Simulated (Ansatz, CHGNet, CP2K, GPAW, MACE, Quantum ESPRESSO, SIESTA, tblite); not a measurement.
# What went wrong? Quantum ESPRESSO on random packing of 55Li2O-45Nb2O5 (mol %) (96 atoms)

Program: Quantum ESPRESSO 7.5, a calculation on a cell of 22 Li, 56 O and 18 Nb, 12.2 Å³ an atom.

File pw.in:

```
&control
  calculation = 'scf'
  pseudo_dir = './pseudo'
  outdir = './tmp'
  disk_io = 'none'
  tprnfor = .true.
  tstress = .true.
/
&system
  ibrav = 0
  nat = 96
  ntyp = 3
  ecutwfc = 60
  ecutrho = 480
  nosym = .true.
  occupations = 'smearing'
  smearing = 'fd'
  degauss = 0.003675
  nbnd = 127
/
&electrons
  conv_thr = 4.8e-07
  electron_maxstep = 50
  mixing_beta = 0.4
  mixing_mode = 'plain'
  diagonalization = 'david'
/
ATOMIC_SPECIES
Li 6.940 Li.upf
O 15.999 O.upf
Nb 92.906 Nb.upf
CELL_PARAMETERS angstrom
10.53340 0.00000 0.00000
0.00000 10.53340 0.00000
0.00000 0.00000 10.53340
ATOMIC_POSITIONS crystal
Li 0.29112 0.50715 0.60161
Li 0.77320 0.43560 0.17861
Li 0.77041 0.01886 0.30748
Li 0.13897 0.33542 0.51586
Li 0.49573 0.92662 0.75200
Li 0.62680 0.55657 0.35381
Li 0.50655 0.67488 0.84680
Li 0.54049 0.93207 0.51895
Li 0.79782 0.74008 0.76631
Li 0.31656 0.08651 0.72964
[... 82 atom lines left out ...]
Nb 0.00026 0.47007 0.97444
Nb 0.31928 0.86742 0.05288
Nb 0.56921 0.86051 0.99379
Nb 0.85940 0.18461 0.49618
K_POINTS gamma
```

Command:

```bash
$ OMP_NUM_THREADS=1 mpirun -np 4 pw.x -in pw.in > output.txt
```

Log:

```text
Program PWSCF
     gamma-point specific algorithms are used
 %%%%%%%%%%%%%%%%%%%%%%%%%%%%%%%%%%%%%%%%%%%%%%%%%%%%%%%%%%%%%%%%%%%%%%%%%%%%%%
     Error in routine setup (1):
     too few bands
 %%%%%%%%%%%%%%%%%%%%%%%%%%%%%%%%%%%%%%%%%%%%%%%%%%%%%%%%%%%%%%%%%%%%%%%%%%%%%%
```

Run time: 0.68 s. Hardware: 4 MPI ranks of Arm Neoverse V1, shared host; peak memory 0.44 GiB; 2.6 s of CPU time.

Banners, paths, timers and routine set-up lines are dropped from the logs unmarked, and long logs keep their key lines alone; longer cuts are marked.

Q: Find the fault and mend it.

Too few bands: bands 127. Mend: ask for at least half as many bands as electrons, and some more for the smearing.

The program stopped at the start.

[Also dropped from logs without a mark: logging warnings of Python, and SIESTA's first energy breakdown and zero terms.]

[Logs are printed without paths, hosts, clocks, repeated set-up lines and the standing remarks that a program may print on its own settings, such as how far it seeks lower states.]

[Hosts, paths, dates, database ids (printed as entryN), source tags and the programs' standing remarks are cut or masked in the printed files.]
